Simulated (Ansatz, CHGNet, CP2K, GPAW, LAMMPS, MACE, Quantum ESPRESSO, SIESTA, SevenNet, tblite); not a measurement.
**Liquid 67SiO2-18Na2O-15SrO (mol %) at 3000 K (111 atoms) in tblite**

How near does tblite come to plane waves for liquid 67SiO2-18Na2O-15SrO (mol %) at 3000 K (111 atoms)?

Main program and level: tblite 0.8.0; the method is named at each step.

## 1. Starting point

The cell holds 111 atoms: 26 Si, 14 Na, 6 Sr and 65 O. Cell: a = 12.399 Å, b = 12.399 Å, c = 12.399 Å, α = 90.0°, β = 90.0°, γ = 90.0°. 111 atoms (26 Si, 14 Na, 6 Sr, 65 O) placed at random at 2.73 g/cm³, melted at 4000 K for 10 ps at fixed volume with the Morse and Coulomb pair potential with partial charges (Pedone, Malavasi, Menziani, Cormack and Segre, J. Phys. Chem. B 110, 11780 (2006)). Snapshot at the end of a hold of 10 ps at 3000 K and zero pressure.

The yardstick, on the same geometry:

```
method                 : Kohn-Sham DFT, PBE, SSSP efficiency 1.3.0 pseudopotentials, plane waves (Quantum ESPRESSO 7.5); sssp-pbe-1.3.0-efficiency, cutoffs 60/480 Ry, Γ point
r.m.s. force component : 3.492 eV/Å
longest force          : 17.44 eV/Å
pressure               : 4.68 GPa
time                   : 7.2 min on 4 MPI ranks of Arm Neoverse V1, shared host
CPU time               : 29 min
```

## 2. GFN1-xTB

Method: GFN1-xTB tight binding, diagonalisation.

File run.py:

```python
import numpy as np
from ase.io import read
from tblite.ase import TBLite

atoms = read("structure.xyz")
atoms.calc = TBLite(method="GFN1-xTB", electronic_temperature=580, accuracy=1.0, max_iterations=250, mixer_damping=0.4, verbosity=1)
energy = atoms.get_potential_energy()
forces = atoms.get_forces()
print(f"energy {energy:.6f} eV")
print("forces (eV/A)")
for i, (a, f) in enumerate(zip(atoms, forces)):
    print(f"{i:4d} {a.symbol:2s} {f[0]:10.5f} {f[1]:10.5f} {f[2]:10.5f}")
stress = -atoms.get_stress(voigt=False) * 160.21766
print("stress (GPa, compression positive)")
for row in stress:
    print(" ".join(f"{x:10.4f}" for x in row))
print("charges (e)")
print(np.array2string(atoms.get_charges(), precision=4, suppress_small=True, max_line_width=110, threshold=100000))
```

File structure.xyz:

```xyz
111
Lattice="12.39939 0.00000 0.00000 0.00000 12.39939 0.00000 0.00000 0.00000 12.39939" Properties=species:S:1:pos:R:3 pbc="T T T"
Si 8.44485 6.22276 2.42098
Si 2.81032 6.59164 10.63793
Si 1.76158 6.32604 5.26453
Si 9.09793 1.08693 1.89934
Si 6.44632 0.98860 7.44794
Si 6.35692 11.52722 2.22668
Si 11.72263 2.77201 9.36092
Si 8.59885 10.16961 11.33081
Si 1.86226 6.98644 8.15235
Si 2.27541 0.09448 6.75705
Si 11.69498 8.97691 10.73415
Si 11.37483 6.17006 8.68007
Si 11.39578 0.91136 3.93792
Si 3.33816 8.33909 3.33271
Si 0.75711 9.90934 8.36612
Si 6.40862 8.19538 2.87765
Si 11.74904 4.90594 4.64531
Si 0.68631 3.02111 2.37647
Si 6.21085 11.47266 10.07587
Si 4.10817 2.51956 2.76370
Si 4.35095 0.03125 12.39170
Si 6.34812 7.92371 6.10447
Si 4.04914 1.50082 9.23271
Si 6.70745 3.81058 2.16506
Si 0.01376 2.31993 6.39288
Si 4.54574 0.27886 4.65200
Na 9.97097 0.49684 7.85737
Na 3.21330 9.48082 0.16975
Na 9.80271 0.14544 10.80049
Na 4.70532 10.91568 7.12171
Na 0.53751 10.08988 4.91685
Na 5.28549 4.58418 10.92473
Na 2.53481 9.42974 10.38945
Na 10.16589 7.78310 5.36881
Na 3.44195 4.61939 6.00354
Na 5.20526 7.70634 8.90822
Na 1.00237 10.55188 2.62805
Na 8.23778 6.83913 11.79207
Na 6.16770 8.62452 11.96343
Na 0.91941 6.24532 1.53021
Sr 4.10817 5.83466 1.67689
Sr 8.19724 5.18642 6.28289
Sr 10.37345 3.92156 0.01748
Sr 2.41615 2.85310 11.73962
Sr 8.89111 8.44659 8.65031
Sr 10.78921 10.01387 2.12960
O 2.71001 5.18716 4.49379
O 9.90612 1.01663 0.71681
O 7.62042 11.25046 10.68369
O 3.06451 0.53937 8.21534
O 1.68991 8.68255 8.64411
O 4.01988 7.78979 10.76317
O 3.06798 11.88978 0.11903
O 11.50614 4.42075 9.24660
O 10.52646 5.05164 5.36088
O 2.58341 6.33001 9.18596
[... 51 atom lines left out ...]
O 5.30694 10.51952 10.47252
O 3.32341 12.18500 5.61668
O 1.39518 1.40225 6.48922
O 5.81395 0.65779 6.01346
```

Started as:

```sh
> OMP_NUM_THREADS=1 python run.py > output.txt
```

Log:

```text
------------------------------------------------------------
  cycle        total energy    energy error   density error
------------------------------------------------------------
      1     -309.5953569662  -3.1167890E+02   1.0369044E+00
      2      5011.744958019   5.3213403E+03   3.3239201E+00
      3      2773.713556812  -2.2380314E+03   1.9589789E+00
      4      13.78205230371  -2.7599315E+03   7.3596876E-01
      5      93.45284239026   7.9670790E+01   8.6635741E-01
      6     -301.9701405603  -3.9542298E+02   3.6881967E-01
      7     -369.8190588393  -6.7848918E+01   2.6355931E-01
      8     -370.9910250385  -1.1719662E+00   2.2383131E-01
      9     -165.7526736220   2.0523835E+02   5.1502307E-01
     10     -211.9093240738  -4.6156650E+01   4.4196547E-01
     11     -274.0133686301  -6.2104045E+01   3.6028743E-01
     12     -285.5599139719  -1.1546545E+01   3.3846019E-01
     13     -262.5183558760   2.3041558E+01   3.8612728E-01
     14     -300.0059265939  -3.7487571E+01   3.0851015E-01
     15     -325.3680119330  -2.5362085E+01   2.4378018E-01
     16     -354.4719206693  -2.9103909E+01   1.5215935E-01
     17     -365.2880509577  -1.0816130E+01   9.1551881E-02
     18     -365.3943365033  -1.0628555E-01   9.0281541E-02
     19     -369.9703625741  -4.5760261E+00   4.8105954E-02
     20     -370.3838651523  -4.1350258E-01   4.1284209E-02
     21     -371.3889509622  -1.0050858E+00   2.1073983E-02
     22     -371.4812322759  -9.2281314E-02   1.7498252E-02
     23     -371.5824754863  -1.0124321E-01   1.2691819E-02
     24     -371.6374561106  -5.4980624E-02   8.9867580E-03
[...]
35     -371.6642739335  -1.1679697E-05   5.0175679E-04
     36     -371.6642879102  -1.3976705E-05   3.9434105E-04
     37     -371.6642973361  -9.4258622E-06   2.5850559E-04
     38     -371.6643023107  -4.9746635E-06   1.6684964E-04
     39     -371.6643047132  -2.4024987E-06   1.1959692E-04
     40     -371.6643060406  -1.3273900E-06   8.6451988E-05
     41     -371.6643069339  -8.9330075E-07   4.1219289E-05
     42     -371.6643070335  -9.9548686E-08   1.9739214E-05
------------------------------------------------------------
 total:                                  10.256 sec
energy -10113.500930 eV
forces (eV/A)
   0 Si   -1.73939    2.04234    1.12670
   1 Si    1.29341    3.40355    8.43453
   2 Si   -1.23725   -0.63568  -10.41664
   3 Si   -8.62101    1.11920    3.31027
   4 Si    1.02085   -2.55634   -1.00120
   5 Si    3.39895   -2.36451    3.64836
   6 Si   -3.05044   -1.15168   -0.80942
   7 Si    2.79321   -2.59427   -1.42735
   8 Si   -5.84822    5.57649   -8.68248
   9 Si    0.97578    2.41524    3.00097
  10 Si   -4.09358   -3.53867   -4.21803
  11 Si   -6.78044   -2.10076    3.18416
  12 Si    0.42669   -3.23770   -0.09173
  13 Si   -0.71056    2.32054    3.28744
  14 Si   -0.57107    1.79941   -1.70444
  15 Si   -0.00999   -0.02783    1.57185
  16 Si    5.88244   -2.26416   -5.73930
  17 Si    1.63668    0.26756    7.75038
  18 Si    6.99203   11.31919   -7.61765
  19 Si   -5.49604    0.48472   -1.77790
  20 Si   11.55080    6.95069   -1.47175
  21 Si   -4.75540    0.90013   -1.40285
  22 Si   -1.03106   -3.29439    0.25822
  23 Si    2.31012    0.98762   -4.16477
[...]
103 O    -1.08200    3.83506    2.17505
 104 O    -0.14291   -1.39389   -0.52600
 105 O    -1.22559    1.58880   -1.22699
 106 O     2.32856    0.01136    4.36848
 107 O   -12.05572  -12.49267    4.67225
 108 O     1.23735   -1.55770   -1.82009
 109 O    -0.37703    0.49617   -0.81423
 110 O    -2.44108   -0.82226   -2.84642
stress (GPa, compression positive)
    0.0359     1.7969     0.0468
    1.7969    -7.4700    -1.0061
    0.0468    -1.0061     0.3641
charges (e)
[ 0.7839  0.7317  0.8273  0.7941  0.7607  0.8672  0.7415  0.7355  0.8746  0.8217  0.8272  0.8018  0.8077
  0.7554  0.8144  0.8253  0.8101  0.7847  0.8037  0.8356  0.8246  0.7256  0.7806  0.8285  0.8333  0.8794
  0.9632  0.9744  1.0087  1.0664  0.9312  0.9035  1.0356  0.9556  1.0755  0.9499  0.9161  0.941   0.9778
  0.9804  1.0525  1.0099  1.0525  1.0113  1.0044  1.0245 -0.7836 -0.6839 -0.5066 -0.5244 -0.5232 -0.9688
 -0.6755 -0.5585 -0.6818 -0.4349 -0.4853 -0.5435 -0.5646 -0.4842 -0.7045 -0.8968 -0.8324 -0.9041 -0.7743
 -0.576  -0.5164 -0.7741 -0.4489 -0.8643 -0.8395 -0.7295 -0.7478 -0.4201 -0.5844 -0.6304 -0.7526 -0.6886
 -0.7719 -0.4957 -0.5964 -0.4215 -0.462  -0.422  -0.9276 -0.5289 -0.7637 -0.4781 -0.5156 -0.4783 -0.8396
 -0.8448 -0.5642 -0.6151 -0.8593 -0.5286 -0.7428 -0.5353 -0.381  -0.4407 -0.5701 -0.4605 -0.7876 -0.704
 -0.7247 -0.5438 -0.4765 -0.6876 -0.4593 -0.4519 -0.5281]
```

Elapsed: 11 s, on 1 thread of Arm Neoverse V1, shared host; peak memory 0.15 GiB.

Banners, paths, timers and routine set-up lines are dropped from the logs unmarked, and long logs keep their key lines alone; longer cuts are marked.

Compared with the plane-wave run:

```
r.m.s. force component                  : 3.549 eV/Å
r.m.s. difference of force components   : 897.9 meV/Å
longest difference of force vectors     : 6431 meV/Å
force difference over r.m.s. force      : 25.71 %
slope of forces against the reference's : 0.9835
correlation of force components         : 0.9676
pressure                                : -2.357 GPa
pressure difference                     : -7.037 GPa
```

Length of the force difference by element (eV/Å):

```tsv
element	atoms	mean	most
Na	14	2.0	6.4
O	65	0.93	3.4
Si	26	1.5	2.8
Sr	6	1.0	2.1
```

Local excerpt of 9 atoms (numbers count through the whole input) about Sr42, one of the 6 Sr atoms; x, y, z are measured from there.

```tsv
atom	x	y	z	distance (Å)	bonds	Mulliken charge (e)	Fx	Fy	Fz (eV/Å)
Sr42	0.00	0.00	0.00	0.00	4	1.01	0.42	1.04	-0.93
O55	2.33	-0.13	-0.92	2.51	2	-0.68	-12.21	1.97	4.25
O91	-2.42	1.24	0.12	2.72	2	-0.84	-1.96	-2.45	-0.62
O63	-0.63	2.56	0.67	2.72	3	-0.83	10.22	-0.86	5.25
O65	2.06	1.53	1.35	2.90	4	-0.77	-1.80	-0.64	0.64
Si22	-1.85	2.74	-0.18	3.31	4	0.73	-4.76	0.90	-1.40
O77	0.84	1.78	-2.67	3.32	2	-0.75	2.50	2.48	3.77
Na34	1.97	2.60	-0.91	3.38	2	0.96	-0.07	-0.90	0.19
O83	-0.55	-0.26	-3.43	3.49	2	-0.46	-1.61	-3.00	2.72
```

Atoms are counted from 1 here, from 0 in the log.

Forces lie 26 % from the reference's, at 0.0063 times its CPU time (on 1 against 4 cores).

## 3. What came out

```yaml
force_difference_from_the_reference: tblite GFN1-xTB, 26 %
its_cpu_time: 11 s
```

**Reading.** Tight binding differs by 26 % (tblite GFN1-xTB); it is another model, with fitted parameters of its own, and the xTB methods hold dispersion. One electronic-structure run takes under half the reference's CPU time: tblite GFN1-xTB, at 26 % in 11 s against 29 min; its pressure misses by -7.0 GPa. Periodic xTB results under one method name differ between programs and library versions. The reference's pressure holds the uncorrected Pulay stress of its 60 Ry basis, so small pressure differences, and their order, may be the reference's own error. The frame stands for 3000 K, but pressures are static and levels are smeared at 580 K, under the temperature of the frame, which matters where levels are partly filled. The network of bonds at the start is that of the classical potential that made the cell, and needn't be the one that DFT or experiment would give. The reference's stress is far from hydrostatic: its diagonal is 6.9, 0.9, 6.3 GPa, compression counted positive. The electronic-structure runs sample only Γ, in a cell whose shortest periodic width is 12 Å.

[Also dropped from logs without a mark: logging warnings of Python, and SIESTA's first energy breakdown and zero terms.]

[Logs are printed without paths, hosts, clocks, repeated set-up lines and the standing remarks that a program may print on its own settings, such as how far it seeks lower states.]

[Hosts, paths, dates, database ids (printed as entryN), source tags and the programs' standing remarks are cut or masked in the printed files.]
